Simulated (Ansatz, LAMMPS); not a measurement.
# N in place of O at several sites of amorphous 50HfO2-50SiO2 (mol %) (84 atoms), part 2 of 5

At which site of amorphous 50HfO2-50SiO2 (mol %) (84 atoms) does N in place of O cost least, and what about the site decides it?

Ansatz 0.2.0; Kohn-Sham DFT, PBE, PAW (set soft_2), plane waves.

The cell: 14 Hf, 14 Si and 56 O. The quench rate of 50 K/ps far exceeds what a furnace or splat quench reaches. The network of bonds at the start is that of the classical potential that made the cell. The Brillouin zone is sampled at Γ only, in a cell whose shortest periodic width is 11 Å. No spin–orbit coupling is included.

So far. Step 2 (Single point at the start): The r.m.s. force at the start is 0.97 eV/Å. Step 3 (Relaxation): The relaxation converged after 22 steps, 3.79 eV below its start, with a largest force component of 0.030 eV/Å.

## Step 4: Single point at the relaxed geometry

One more single point at the end of the walk gives the fuller output and checks the residual forces.

Contents of input.yaml:

```yaml
crystal:
  lattice:
    - [10.6577, 0.0, 0.0]
    - [0.0, 10.6577, 0.0]
    - [0.0, 0.0, 10.6577]
  atoms:
    - { symbol: Hf, position: [0.37116, 0.80453, 0.15129] }
    - { symbol: Hf, position: [0.50134, 0.24825, 0.25064] }
    - { symbol: Hf, position: [0.29281, 0.44582, 0.14235] }
    - { symbol: Hf, position: [0.75192, 0.13108, 0.5814] }
    - { symbol: Hf, position: [0.06726, 0.26116, 0.97475] }
    - { symbol: Hf, position: [0.73488, 0.7924, 0.68612] }
    [... 72 atom lines left out ...]
    - { symbol: O, position: [0.32167, 0.63689, 0.0779] }
    - { symbol: O, position: [0.48604, 0.41377, 0.1417] }
    - { symbol: O, position: [0.45924, 0.34877, 0.4099] }
    - { symbol: O, position: [0.35054, 0.03102, 0.54897] }
    - { symbol: O, position: [0.08932, 0.70284, 0.96014] }
    - { symbol: O, position: [0.85909, 0.51828, 0.51718] }
kpoints:
  mp_grid: { grid: [1, 1, 1] }
hamiltonian:
  xc: pbe
scf:
  occupations: { method: fermi_dirac, width: 0.025 }
output:
  forces: true
  stress: true
  populations: true
  dos:
    method: { smearing: { sigma: 0.08 } }
    de: 0.1
    projected: { site_lists: { Hf: [Hf], O: [O], Si: [Si] } }
  eigenvalues: true
  write_density: true
  write_potential: true
  volumetric_format: npy
```

The run is started by

```
$ ansatz run input.yaml --threads 4 --pin off --max-ram 8192MiB --backend cpu --events-out ev --progress --plain --runs-dir out
```

The log of the run:

```text
[...]
Crystal: 84 atoms, lattice volume = 1210.572 Å³
Basis set: ecut = 420 eV, 23703 PW (Γ), exchange–correlation on 144×144×144 points (8 copies of the dense FFT grid, shifted against one another)
Bands: 462, of which v1, the nominal top of the filled ones, is band 378 counted from 1 (377 counted from 0)
Symmetry: 1 space group operations
[...]
k-points: 1
[...]
SCF iter   1: F=—  HF=-260886.220197 eV  |F-HF|=—  |Δ(HF+E_count)|=         —  Δρ=3.66e-3  dr2=2.25e-1  ethr=1.77e-3  ⟨swp⟩=6.0  Hψ=1731  notcnv=0  defer=63
[...]
SCF iter  10: F=-260886.183484 eV  HF=-260886.183484 eV  |F-HF|=2.21e-8  |Δ(HF+E_count)|=   9.53e-8  Δρ=2.75e-6  dr2=9.28e-8  ethr=1.32e-11  ⟨swp⟩=17.0  Hψ=3872  notcnv=0
SCF 1 converged in 10 iterations: F = -260886.183484 eV  dr2 = 9.28e-8
[...]
WARN: The input density's exchange-correlation potential varies sharply where the density is thin. Do not read a vacuum level from v_tot or v_xc, or from such a field of the output density. On a cell that repeats whose density bears no net charge and no dipole along the vacuum's axis use v_es (v_loc + v_h of the components); [...]
SCF converged after 10 iterations
Free energy (F): -260886.183484 eV
[...]
Internal energy: -260886.183484 eV  (E = F + TS)
E sigma→0 (E₀):  -260886.183484 eV
Fermi energy:    7.896606 eV
[...]
--- Forces (eV/Å), atoms counted from 1 ---
  atom   1  Hf     0.00436193     0.01780641    -0.00911770
  atom   2  Hf    -0.02779214    -0.02401569     0.00918835
  atom   3  Hf    -0.01210040     0.00393196    -0.00343065
  atom   4  Hf    -0.01793057    -0.01501320    -0.00492948
  atom   5  Hf     0.00899465    -0.00931818     0.00351082
  atom   6  Hf     0.01310801     0.00169594     0.01838041
  atom   7  Hf     0.00285693     0.00428696    -0.00247735
  atom   8  Hf    -0.00278382     0.01457093     0.00776690
  atom   9  Hf     0.00959354     0.00168798     0.00775461
  atom  10  Hf     0.01063145     0.02956502     0.00705141
  atom  11  Hf    -0.00503313     0.01171399    -0.00222354
  atom  12  Hf     0.01283456     0.00762532     0.00214890
  atom  13  Hf     0.00436577    -0.01610664    -0.00815250
  atom  14  Hf     0.00103885     0.00177117     0.00023316
[...]
atom  83  O     -0.01384283    -0.00531156     0.00248063
  atom  84  O     -0.00266254    -0.00286841     0.00479953
  max |Σ_I F_I| component: 2.05e-4 eV/Å
--- Stress (GPa, compression-positive) ---
       -5.497416      -1.855399      -0.631788
       -1.855398      -2.347064      -1.277371
       -0.631788      -1.277370      -3.810556
  P = ⅓ Tr σ = -3.8850 GPa (-38.850 kbar)
--- Band table (eV) ---
[...]
--- Löwdin populations: 84 sites ---
  site symbol       q [e]
     0     Hf     24.4412
     1     Hf     24.5023
     2     Hf     24.4702
[...]
83      O      6.7251
  spilling = 0.006031 (of n_electrons = 756.000000)
```

The job ended after 49 s (4 threads of Intel Xeon at 2.50GHz (Skylake/Cascade Lake), shared host; peak memory 1.8 GiB; 2.6 min of CPU time).

The program notes that the exchange-correlation potential is rough where the density is thin.

Numbers from this run:

| Quantity | Value |
| --- | --- |
| free energy | -260886.1835 eV |
| free energy per atom | -3105.7879 eV/atom |
| SCF cycles | 10 |
| pressure | -3.885 GPa |
| r.m.s. force component | 0.00874 eV/Å |
| longest force | 0.03786 eV/Å |
| Fermi energy | 7.897 eV |
| gap (highest filled to lowest empty level) | 3.876 eV |
| spilling of the projection | 0.006031 |

Löwdin charges by element and coordination (they lack the spilled electrons, 0.054 e an atom on average):

```csv
element,coordination,atoms,mean charge (e),spread,least,most
Hf,all,14,1.54,0.0406,1.48,1.62
Hf,4,1,1.54,0,1.54,1.54
Hf,5,5,1.55,0.0379,1.49,1.60
Hf,6,8,1.53,0.0434,1.48,1.62
O,all,56,-0.733,0.0466,-0.802,-0.610
O,2,35,-0.743,0.0468,-0.802,-0.610
O,3,21,-0.715,0.0403,-0.798,-0.640
Si,all,14,1.72,0.0272,1.68,1.76
```

States in the cell by windows of 1 eV, zero at the Fermi level; the larger projections on atomic orbitals stand beside the total:

```csv
from (eV),to (eV),total,O p,Hf d,Hf f
-18,-17,8.8,0.0,0.8,0.1
-17,-16,0.1,0.0,0.0,0.0
-16,-14,0.0,0.0,0.0,0.0
-14,-13,40.3,0.1,0.0,40.1
-13,-12,145.9,0.6,0.0,145.1
-12,-11,9.8,0.0,0.0,9.7
-11,-10,5.1,3.4,0.1,0.0
-10,-9,8.6,5.7,0.2,0.0
-9,-8,8.9,6.0,0.3,0.0
-8,-7,22.6,16.5,1.4,0.1
-7,-6,37.9,28.1,3.7,0.1
-6,-5,50.9,39.4,6.6,0.1
-5,-4,65.7,55.4,6.0,0.1
-4,-3,72.8,65.5,4.0,0.1
-3,-2,61.7,58.2,1.7,0.1
-2,-1,1.8,1.7,0.0,0.0
-1,1,0.0,0.0,0.0,0.0
1,2,1.9,0.1,0.9,0.0
2,3,26.2,2.9,20.1,0.0
3,4,38.2,4.4,27.6,0.0
4,5,41.7,6.1,24.8,0.0
```

The curve was stored every 0.10 eV, coarse against its broadening of 0.08 eV, so these counts are rough.

Between -26 and -18 eV lie 103 more states.

The levels nearest the highest filled one (over half full), pooled over k-points and spins:

```csv
level less the highest filled one (eV),occupation
-0.261,2
-0.238,2
-0.189,2
-0.127,2
-0.053,2
0,2
3.88,0
4.18,0
4.34,0
4.46,0
4.54,0
4.59,0
```

Valence density in the ac plane at fractional y = 0.459, with atoms of Hf and Si and O within 0.2 Å of it. It is the smooth field of the valence electrons, not physical close to the nuclei.

Ten steps, logarithmic in the rise over the least value, from '0' (0 e/Å³) to '9' (26 e/Å³), each cell a mean:
```
001244310000000001110001344210
000112100000000012321000111100
000000000000000124542000000000
000000000000000124542000001221
100000000000000012221000024553
100000000000000001100000025664
100000000000000111100000024553
111110011110001344200000012332
233321124542112565310000011111
345431236764212454200000122212
244421135654211222100000233321
122210112332100110000001244311
000000000011111100000000122100
000000000000111100000000011000
000000100000011000000000000000
000012321000000000000000000000
000013442100000000000000000000
000013432100000000000000000000
000001234431111110123320000000
000001368863234421257752000000
000001379974235532479973110000
000112357752123321368863232100
001244323321011110135433565310
001356421000000000001113566310
```
Columns run along a (10.7 Å), rows up along c (10.7 Å). Atoms in or near the plane, at fractional coordinates: Hf at (0.29, 0.14), Hf at (0.69, 0.13), Si at (0.45, 0.52), O at (0.85, 0.02), O at (0.92, 0.76), O at (0.31, 0.58).

Electrostatic potential energy in the ac plane at fractional y = 0.459, with atoms of Hf and Si and O within 0.2 Å of it. With pseudopotentials it is smooth inside the atoms' cores, unlike the true potential.

Values in eV, 13 rows by 16 columns, each cell a mean:
```
 10  11  -1   6  11  10  11  12  10   7   8  10  11   1   6  10
 10  12  12  12  12  12  13  12   8 -15  -6  12  13  12  10   9
 12  12  12  12  12  13  13  12   9   5   8  12  13  10 -16  -7
 11  11   9   9  11  13  13  12   8   9  12  13  12   8 -19  -9
  3  -1  -7  -6  -3  -4   9   7 -19 -10  13  13  11   0 -26 -20
 -3 -17 -10  -8 -22 -28 -16 -25 -11   5  13  13  12   1 -17 -11
 12  11   9   9   9   4 -21 -33 -10   9  13  13  13   4   4  10
 13  13  12  13  13  11   6   3   8  12  13  13  13  13  13  13
 13  13  11   1  10  12  12  12  13  12  12  12  12  12  12  13
 13  13  10  -5   0   3   9  12  12  10   6   6   9  11  12  13
 13  12   9  -8 -28 -25   0  -1   2   2 -21 -25  -6   9  12  13
 13  12   9  -9 -30 -27   0  -3   0  -1 -29 -31 -11   4  11  13
 12  10 -18  -7   0   1   8  12  11   7  -2  -4  -1 -30  -9  12
```
Columns run along a (10.7 Å; values clipped at the 3rd and 97th percentile), rows up along c (10.7 Å). Atoms in or near the plane, at fractional coordinates: Hf at (0.29, 0.14), Hf at (0.69, 0.13), Si at (0.45, 0.52), O at (0.85, 0.02), O at (0.92, 0.76), O at (0.31, 0.58).

The highest filled and lowest empty levels differ by 3.88 eV (at Γ alone); a semilocal functional tends to put such gaps too low. In a disordered cell it changes from sample to sample, and tail or defect levels can set it. Mean Löwdin charges: Hf +1.54, O -0.73, Si +1.72 e (they miss 0.60 % of the electrons, so they add up to more than the cell's charge). The largest share in the top eV of filled states is O p (95 % of the projected weight), and in the lowest eV of empty states Hf d (77 % of the projected weight).

## Step 5: N on a site of O, site O82

The site has 2 bonded neighbours (Si2) at 1.62 Å on average, by cutoffs that count no bonds between two metal atoms or like ions. The change is made in the relaxed cell and the atoms are relaxed again, with spin allowed.

Contents of input.yaml:

```yaml
crystal:
  lattice:
    - [10.6577, 0.0, 0.0]
    - [0.0, 10.6577, 0.0]
    - [0.0, 0.0, 10.6577]
  atoms:
    [... atom lines 1 to 78 left out ...]
    - { symbol: O, position: [0.32167, 0.63689, 0.0779] }
    - { symbol: O, position: [0.48604, 0.41377, 0.1417] }
    - { symbol: O, position: [0.45924, 0.34877, 0.4099] }
    - { symbol: "N", position: [0.35054, 0.03102, 0.54897], spin: 0.6 }
    - { symbol: O, position: [0.08932, 0.70284, 0.96014] }
    - { symbol: O, position: [0.85909, 0.51828, 0.51718] }
magnetization:
  spin_polarized: true
kpoints:
  mp_grid: { grid: [1, 1, 1] }
hamiltonian:
  xc: pbe
scf:
  occupations: { method: fermi_dirac, width: 0.025 }
  lower_state_search: "off"
output:
  forces: true
  eigenvalues: true
relax:
  f_tol: 0.05
  max_steps: 90
```

The log of the run:

```text
[...]
Crystal: 84 atoms, lattice volume = 1210.572 Å³
Basis set: ecut = 420 eV, 23703 PW (Γ), exchange–correlation on 144×144×144 points (8 copies of the dense FFT grid, shifted against one another)
Bands: 463, of which v1, the nominal top of the filled ones, is band 378 counted from 1 (377 counted from 0)
Symmetry: 1 space group operations
[...]
k-points: 1
[...]
Starting moments: Σ|m| = 1.8 μB on 3 of 84 sites
[...]
SCF iter   1: F=—  HF=-260760.203394 eV  |F-HF|=—  |Δ(HF+E_count)|=         —  Δρ=5.04e-2 (↑4.82e-2 ↓5.04e-2)  dr2=2.18e2  dr2_m=2.94e-1  M=0.053 μB ∫|m|=0.272 μB  β_m=0.30  ethr=3.10e-3  ⟨swp⟩=6.0  Hψ=3082  notcnv=0  defer=106
[...]
spin=Collinear: Resta preconditioning applied to the charge; magnetization (m = ρ↑ − ρ↓) channel mixes plain (no charge-response kernel on spin).
SCF iter   2: F=—  HF=-260721.875776 eV  |F-HF|=—  |Δ(HF+E_count)|=    3.83e1  Δρ=3.08e-2 (↑3.01e-2 ↓3.08e-2)  dr2=6.98e1  dr2_m=2.49e-1  M=0.999 μB ∫|m|=1.063 μB  β_m=0.30  ethr=3.10e-3  ⟨swp⟩=3.0  Hψ=1838  notcnv=0  defer=162
[...]
SCF iter   8: F=—  HF=-260699.626212 eV  |F-HF|=—  |Δ(HF+E_count)|=   3.80e-2  Δρ=1.16e-3 (↑1.10e-3 ↓1.16e-3)  dr2=8.41e-3  dr2_m=1.23e-2  M=1.000 μB ∫|m|=1.060 μB  β_m=0.30  ethr=3.80e-6  ⟨swp⟩=2.0  Hψ=1830  notcnv=0  defer=162
[...]
spin-set hold released at iteration 8 (site moments contracting): the magnetisation degrees of freedom join the quasi-Newton model from the next iteration; the mixer history was flushed
SCF iter   9: F=—  HF=-260699.636662 eV  |F-HF|=—  |Δ(HF+E_count)|=   1.05e-2  Δρ=9.06e-4 (↑8.38e-4 ↓9.06e-4)  dr2=5.73e-3  dr2_m=7.32e-3  M=1.000 μB ∫|m|=1.064 μB  β_m=0.65  ethr=1.11e-6  ⟨swp⟩=2.0  Hψ=1298  notcnv=0  defer=162
[...]
SCF iter  15: F=-260699.653677 eV  HF=-260699.653679 eV  |F-HF|=2.44e-6  |Δ(HF+E_count)|=   1.63e-6  Δρ=1.60e-5 (↑8.57e-6 ↓1.60e-5)  dr2=3.88e-6  dr2_m=6.11e-7  M=1.000 μB ∫|m|=1.086 μB  ethr=7.06e-10  ⟨swp⟩=3.0  Hψ=3214  notcnv=0
SCF 1 converged in 15 iterations: F = -260699.653677 eV  dr2 = 3.88e-6
[...]
relax step   1: F+E_penalty+E_count = -260699.65367685 eV  Δ(F+E_penalty+E_count) = +0.000e0 eV  max|allowed force component| = 1.938e0 eV/Å  Δτ_max = 0.0000 Å  (15 SCF iters, dr2 threshold 6.25e-5 eV, accepted)
[... from here on, the SCF cycles and remarks between the steps are left out ...]
relax step   2: F+E_penalty+E_count = -260699.79242431 eV  Δ(F+E_penalty+E_count) = -1.387e-1 eV  max|allowed force component| = 1.221e0 eV/Å  Δτ_max = 0.0477 Å  (7 SCF iters, dr2 threshold 1.00e-4 eV, accepted)
relax step   3: F+E_penalty+E_count = -260699.89144778 eV  Δ(F+E_penalty+E_count) = -9.902e-2 eV  max|allowed force component| = 3.259e-1 eV/Å  Δτ_max = 0.0724 Å  (6 SCF iters, dr2 threshold 9.32e-5 eV, accepted)
relax step   4: F+E_penalty+E_count = -260699.86392654 eV  Δ(F+E_penalty+E_count) = +2.752e-2 eV  max|allowed force component| = 6.452e-1 eV/Å  Δτ_max = 0.2000 Å  (8 SCF iters, dr2 threshold 7.56e-6 eV, rejected (line search))
relax step   5: F+E_penalty+E_count = -260699.94522419 eV  Δ(F+E_penalty+E_count) = -5.378e-2 eV  max|allowed force component| = 2.805e-1 eV/Å  Δτ_max = 0.0978 Å  (11 SCF iters, accepted)
relax step   6: F+E_penalty+E_count = -260699.97489261 eV  Δ(F+E_penalty+E_count) = -2.967e-2 eV  max|allowed force component| = 2.803e-1 eV/Å  Δτ_max = 0.1000 Å  (8 SCF iters, dr2 threshold 5.60e-6 eV, accepted)
relax step   7: F+E_penalty+E_count = -260699.98621125 eV  Δ(F+E_penalty+E_count) = -1.132e-2 eV  max|allowed force component| = 1.145e-1 eV/Å  Δτ_max = 0.0532 Å  (5 SCF iters, dr2 threshold 5.82e-5 eV, accepted)
relax step   8: F+E_penalty+E_count = -260699.99897522 eV  Δ(F+E_penalty+E_count) = -1.276e-2 eV  max|allowed force component| = 1.248e-1 eV/Å  Δτ_max = 0.1142 Å  (11 SCF iters, accepted)
relax step   9: F+E_penalty+E_count = -260700.00419433 eV  Δ(F+E_penalty+E_count) = -5.219e-3 eV  max|allowed force component| = 7.421e-2 eV/Å  Δτ_max = 0.0182 Å  (7 SCF iters, dr2 threshold 2.60e-6 eV, accepted)
relax step  10: F+E_penalty+E_count = -260700.00666312 eV  Δ(F+E_penalty+E_count) = -2.469e-3 eV  max|allowed force component| = 5.541e-2 eV/Å  Δτ_max = 0.0105 Å  (8 SCF iters, accepted)
relax step  11: F+E_penalty+E_count = -260700.00697242 eV  Δ(F+E_penalty+E_count) = -3.093e-4 eV  max|allowed force component| = 1.259e-1 eV/Å  Δτ_max = 0.0176 Å  (8 SCF iters, accepted)
relax step  12: F+E_penalty+E_count = -260700.00847401 eV  Δ(F+E_penalty+E_count) = -1.502e-3 eV  max|allowed force component| = 6.830e-2 eV/Å  Δτ_max = 0.0326 Å  (6 SCF iters, dr2 threshold 8.84e-6 eV, accepted)
relax step  13: F+E_penalty+E_count = -260699.98222306 eV  Δ(F+E_penalty+E_count) = +2.625e-2 eV  max|allowed force component| = 2.946e-1 eV/Å  Δτ_max = 0.1517 Å  (11 SCF iters, rejected (line search))
relax step  14: F+E_penalty+E_count = -260700.00998741 eV  Δ(F+E_penalty+E_count) = -1.513e-3 eV  max|allowed force component| = 4.211e-2 eV/Å  Δτ_max = 0.0326 Å  (11 SCF iters, accepted)
SCF converged after 11 iterations
Magnetization: 1.0000 μB (378.0000 up, 377.0000 down)
Absolute magnetization: 1.0916 μB (∫|ρ↑−ρ↓|, with the PAW one-centre terms)
[...]
Per-site moments (μB) at R_I (Å): [(3.964545e-5, 0.825803), (5.331142e-5, 0.841294), (-3.031946e-7, 0.816231), (-6.992573e-5, 0.814390), (-3.047921e-5, 0.792541), [...]
Free energy (F): -260700.009987 eV
[...]
Internal energy: -260700.009987 eV  (E = F + TS)
E sigma→0 (E₀):  -260700.009987 eV
Fermi energy:    7.110061 eV
[...]
--- Forces (eV/Å), atoms counted from 1 ---
  atom   1  Hf     0.02021139     0.00223065    -0.00423102
  atom   2  Hf    -0.01332645    -0.01369507    -0.01830761
  atom   3  Hf    -0.00566582    -0.01702822    -0.01028334
  atom   4  Hf     0.00841301    -0.00906235     0.00143861
  atom   5  Hf     0.00266581     0.01930904     0.01388045
  atom   6  Hf    -0.02802231    -0.04211089     0.00574170
  atom   7  Hf     0.02052562    -0.01396415     0.00160875
  atom   8  Hf    -0.01241690     0.00517968     0.00708286
  atom   9  Hf    -0.00925213     0.00081332    -0.01267100
  atom  10  Hf     0.00348853    -0.00929462     0.02083764
  atom  11  Hf     0.00589952     0.03691492    -0.00011554
  atom  12  Hf    -0.01933541    -0.00421952    -0.00778006
  atom  13  Hf     0.01010318     0.03101604    -0.00027183
  atom  14  Hf     0.00177527    -0.00044766    -0.02828214
[...]
atom  83  O     -0.01653693    -0.01649117     0.00213187
  atom  84  O      0.00650078     0.00222289     0.00423977
  max |Σ_I F_I| component: 1.03e-4 eV/Å
--- Band table (eV) ---
[...]
--- Relaxed structure (14 steps of the walk, 12 accepted, 0 SCFs on fresh bases) ---
  F+E_penalty+E_count = -260700.00998741 eV   max|allowed force component| = 4.211e-2 eV/Å
  atoms:
    - { symbol: Hf, position: [0.375023, 0.804591, 0.149123] }
    - { symbol: Hf, position: [0.501965, 0.254391, 0.248783] }
    - { symbol: Hf, position: [0.292704, 0.449594, 0.140562] }
    - { symbol: Hf, position: [0.754340, 0.130373, 0.586025] }
[...]
- { symbol: O, position: [0.858350, 0.517024, 0.517740] }
```

Elapsed: 15 min, on 4 threads; peak memory 3.1 GiB; 56 min of CPU time.

The relaxation converged after 14 steps, 0.356 eV below its start, with a largest force component of 0.042 eV/Å.

The surroundings of the N atom, after relaxation, nearest first, numbered as they follow in the input and with coordinates relative to it.

```
atom      x      y      z  distance (Å)  bonds  moment (μB)
 N82   0.00   0.00   0.00          0.00      2         0.49
Si26   1.19   0.13  -1.22          1.71      4         0.00
Si27  -1.62   0.55  -0.09          1.72      4         0.00
 O43   1.37  -1.49  -1.36          2.44      2         0.05
 O53  -1.39   1.77   1.01          2.46      2         0.08
 O55   0.30   0.37   2.73          2.77      2         0.00
 O69  -2.67  -0.58   0.50          2.78      2         0.01
 O51  -2.08   1.01  -1.59          2.81      2         0.00
 O54   2.54   0.94  -0.83          2.83      2         0.02
 O75   0.60   0.74  -2.67          2.83      3         0.00
Si15   0.64  -1.20   2.50          2.84      4         0.00
 O32  -0.63  -2.11   1.90          2.91      3         0.00
Si19  -0.51   1.76   2.41          3.03      4         0.00
```

The largest move is 0.34 Å, by N82.

## Step 6: N on a site of O, site O61

The site has 3 bonded neighbours (Hf3) at 2.15 Å on average. 

Input and log are left out; they have the form of those shown for this kind of step.

Elapsed: 20 min, on 4 threads of Intel Xeon at 2.50GHz (Skylake/Cascade Lake), shared host; peak memory 3 GiB.

The relaxation converged after 21 steps, 0.232 eV below its start, with a largest force component of 0.033 eV/Å.

Local excerpt of 11 atoms (numbers count through the whole input) about the N atom, after relaxation; x, y, z are measured from there.

```
atom      x      y      z  distance (Å)  bonds  moment (μB)
 N61   0.00   0.00   0.00          0.00      3         0.63
Hf13  -1.93   0.10   1.01          2.19      6         0.00
Hf11   1.66   1.43   0.22          2.21      5         0.00
Hf10   0.95  -1.55  -1.37          2.28      7         0.00
 O83   2.50  -0.09  -0.95          2.68      3         0.01
 O70   0.87   2.43  -1.22          2.86      2         0.04
 O34   0.38   0.08  -2.85          2.88      3         0.04
 O47  -0.97   0.99   2.63          2.97      3         0.01
 O64  -1.41  -1.62   2.08          2.99      3         0.02
 O71  -2.66  -1.34  -0.37          3.00      3         0.00
 O31  -0.02  -3.06  -0.22          3.07      3         0.01
```

The largest move is 0.62 Å, by Hf10.

[end of part 2 of 5]

[Long decimals in the printed logs are rounded to 6 places.]

[Logs are printed without paths, hosts, clocks, repeated set-up lines and the standing remarks that a program may print on its own settings, such as how far it seeks lower states.]

[Hosts, paths, dates, database ids (printed as entryN), source tags and the programs' standing remarks are cut or masked in the printed files.]
